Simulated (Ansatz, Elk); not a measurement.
# How far do independent atoms describe MnAg2PbO4?, part 2 of 2

Structure refinements treat a crystal as free atoms side by side. For a made-up structure of MnAg2PbO4 (cell and positions from a PBE relaxation) the runs below show what the calculated density changes in F(hkl).

Elk 11.2.3 (patched build); all-electron DFT.

So far. Step 2 (Ground state and structure factors): The ions are Mn4+, Ag+, Pb2+ and O2−, by formal charge.

The structure was built from a prototype and need not be the compound's stable phase.

## (5) Another functional

Level of this step: DFT, LDA (Perdew-Wang), all-electron APW+lo, Dirac cores, scalar-relativistic bands, static density, ferromagnetic start (Elk).

The difference from free atoms is small, so it is set against the change that LDA (Perdew-Wang) makes.

elk.in

```
tasks
  0
  195
  196

xctype
  3

spinpol
  .true.

rgkmax
  7.0

gmaxvr
  14.0

lmaxo
  7

lmaxapw
  8

swidth
  0.002

tshift
  .false.

ramdisk
  .false.

hmaxvr
  5.5

maxscl
  120

epspot
  1e-06

reducebf
  0.8

sppath
  './'

avec
  -4.95565368410 4.95565368410 9.10082630711
  4.95565368410 -4.95565368410 9.10082630711
  4.95565368410 4.95565368410 -9.10082630711

atoms
  4
  'Pb.in'
  1
  -0.0000000000 -0.0000000000 -0.0000000000   0.000000 0.000000 0.000000
  'Ag.in'
  2
  0.7500000000 0.2500000000 0.5000000000   0.000000 0.000000 0.000000
  0.2500000000 0.7500000000 0.5000000000   0.000000 0.000000 0.000000
  'Mn.in'
  1
  0.5000000000 0.5000000000 -0.0000000000   0.000000 0.000000 -0.095000
  'O.in'
  4
  0.5947597489 0.5947597489 0.3933596759   0.000000 0.000000 0.000000
  0.2014000729 0.2014000729 0.6066403241   0.000000 0.000000 0.000000
  0.7985999271 0.4052402511 0.0000000000   0.000000 0.000000 0.000000
  0.4052402511 0.7985999271 0.0000000000   0.000000 0.000000 0.000000

ngridk
  5 5 5
```

Launch:

```console
$ OMP_NUM_THREADS=4 elk
```

Numbers of over 12 decimals in the logs are rounded to 6 here.

The log of the run:

```text
┌─────────────────────────┐
│ Elk code version 11.2.3 │
└─────────────────────────┘

All units are atomic (Hartree, Bohr, etc.)

┌─────────────────────────────────────────────────┐
│ Ground-state run starting from atomic densities │
└─────────────────────────────────────────────────┘

Lattice vectors :
  -4.955653684       4.955653684       9.100826307
   4.955653684      -4.955653684       9.100826307
   4.955653684       4.955653684      -9.100826307

Reciprocal lattice vectors :
 -0.1272931480E-16  0.6339411214      0.3451986169
[...]
species : 1 (Pb)
[...]
species : 2 (Ag)
[...]
species : 3 (Mn)
[...]
species : 4 (O)
[...]
atom 3                    :   0.2720257760E-01
   atom 4                    :   0.2720257760E-01
 total in muffin-tins        :    2.238955386
 total moment                :    2.598869938

┌──────────────────────────────┐
│ Self-consistent loop stopped │
└──────────────────────────────┘

Warning : the lowest level lies among the core levels :   -3.166401961      -2.606394806

Warning : core states of species 1 leak from the muffin-tin :   0.1179018418E-02

Wrote STATE.OUT
[key lines of the parts left out:]
total energy                :     -32997.866993460
```

It took 8.3 min on 4 threads of Arm Neoverse V1, shared host; peak memory 0.54 GiB.

Against the first run R = 0.03 %; the largest change is -0.114 at 220. The moment goes from 2.75 to 2.60 μB.

## (6) Basis size

A smaller basis shows how fast F responds to it; the change is likely larger than the basis error of the first run, but doesn't show convergence.

Changes to elk.in since step 5:

```diff
@@ -6,3 +6,3 @@
 xctype
-  3
+  20
 
@@ -12,3 +12,3 @@
 rgkmax
-  7.0
+  5.5
```

Launch:

```console
$ OMP_NUM_THREADS=4 elk
```

The log of the run:

```text
┌─────────────────────────┐
│ Elk code version 11.2.3 │
└─────────────────────────┘

All units are atomic (Hartree, Bohr, etc.)

┌─────────────────────────────────────────────────┐
│ Ground-state run starting from atomic densities │
└─────────────────────────────────────────────────┘

Lattice vectors :
  -4.955653684       4.955653684       9.100826307
   4.955653684      -4.955653684       9.100826307
   4.955653684       4.955653684      -9.100826307

Reciprocal lattice vectors :
 -0.1272931480E-16  0.6339411214      0.3451986169
[...]
muffin-tins
  species : 1 (Pb)
[...]
species : 2 (Ag)
[...]
species : 3 (Mn)
[...]
species : 4 (O)
[...]
atom 3                    :   0.2262320596E-01
   atom 4                    :   0.2262320596E-01
 total in muffin-tins        :    2.256068314
 total moment                :    2.666033269

RMS change in Kohn-Sham potential (target) :   0.5325042485E-05 (  0.1000000000E-05)
Absolute change in total energy (target)   :   0.3678482390E-03 (  0.1000000000E-03)

┌──────────────────┐
│ Loop number : 19 │
└──────────────────┘
[key lines of the parts left out:]
total energy                :     -33022.168433002
```

It took 8.9 min on 4 threads; peak memory 0.7 GiB.

The run was cut off at its time limit.

## (7) With a Hubbard U

A Hubbard U is put on the d shell, to see how far it moves the factors.

Changes to elk.in since step 6:

```diff
@@ -12,3 +12,3 @@
 rgkmax
-  5.5
+  7.0
 
@@ -73 +73,5 @@
   5 5 5
+
+dft+u
+  1 1
+  3 2 0.143322 0.000000
```

Launch:

```console
$ OMP_NUM_THREADS=4 elk
```

The log of the run:

```text
┌─────────────────────────┐
│ Elk code version 11.2.3 │
└─────────────────────────┘

All units are atomic (Hartree, Bohr, etc.)

┌─────────────────────────────────────────────────┐
│ Ground-state run starting from atomic densities │
└─────────────────────────────────────────────────┘

Lattice vectors :
  -4.955653684       4.955653684       9.100826307
   4.955653684      -4.955653684       9.100826307
   4.955653684       4.955653684      -9.100826307

Reciprocal lattice vectors :
 -0.1272931480E-16  0.6339411214      0.3451986169
[...]
interstitial                :   0.3338145605
 muffin-tins
  species : 1 (Pb)
[...]
species : 2 (Ag)
[...]
species : 3 (Mn)
[...]
species : 4 (O)
[...]
atom 3                    :  -0.2749782806
   atom 4                    :  -0.2749782806
 total in muffin-tins        :    2.664472303
 total moment                :    2.998286863

RMS change in Kohn-Sham potential (target) :   0.2055117787     (  0.1000000000E-05)
Absolute change in total energy (target)   :    7.791196930     (  0.1000000000E-03)

┌─────────────────┐
│ Loop number : 8 │
└─────────────────┘
[key lines of the parts left out:]
total energy                :     -33024.777395616
```

Wall time 5.4 min (4 threads); peak memory 0.8 GiB.

The run was cut off at its time limit.

## (8) Settings against the effect

| run | R against the first run (%) | R against neutral atoms, low angle (%) | wall time |
| --- | --- | --- | --- |
| PBE, rgkmax 7 | 0.00 | 0.38 | 14 min |
| LDA (Perdew-Wang) | 0.03 | 0.38 | 8.3 min |

## (9) Results

| Quantity | Value |
| --- | --- |
| R against neutral atoms, sin θ/λ < 0.3 Å⁻¹ | 0.38 % |
| R against neutral atoms, 0.3 to 0.72 Å⁻¹ | 0.15 % |
| R against ions, below 0.3 Å⁻¹ | 0.84 % |

Independent neutral atoms miss the calculated amplitudes by R = 0.38 % below 0.3 Å⁻¹ and 0.15 % from there to 0.72 Å⁻¹; by shells, 0.90 % below 0.15 Å⁻¹ (3 forms), 0.35 % 0.15 to 0.3 (13 forms), 0.14 % 0.3 to 0.45 (28 forms), 0.15 % above 0.45 (105 forms). Bonding, aspherical density and the tables' own atoms all enter these figures, and the runs don't part them. The largest change of an amplitude is -0.99 electrons, at 200. R counts amplitudes alone; phases shift too. Weak lines can change much in proportion: 006 goes from 0.64 to 0.49. Formal ions give R = 0.84 % at low angle, further off than neutral atoms. The magnetic order is that of the start. No other order was tried here, and an antiferromagnetic one would change or move the magnetic intensity. The window's part falls from 49.0 electrons at the origin to at most 2.15 between 0.45 and 0.72 Å⁻¹, where compact states inside the window still scatter. Below 0.3 Å⁻¹ the changes that finished (LDA (Perdew-Wang)) move F by R = 0.06 % at most, against the 0.38 % that separates it from free atoms. The magnetic factors move by R = 5.5 % (LDA (Perdew-Wang)), so they aren't settled to better than that. The basis has no finished test. The k-mesh has no finished test. Spin-orbit coupling is left out, which can matter for elements this heavy. Part of the difference isn't bonding: the tables are fits to free atoms and ions calculated by other methods than this functional. Thermal motion, anomalous dispersion and extinction are left out.

[Logs are printed without paths, hosts, clocks, repeated set-up lines and the standing remarks that a program may print on its own settings, such as how far it seeks lower states.]

[Hosts, paths, dates, database ids (printed as entryN), source tags and the programs' standing remarks are cut or masked in the printed files.]
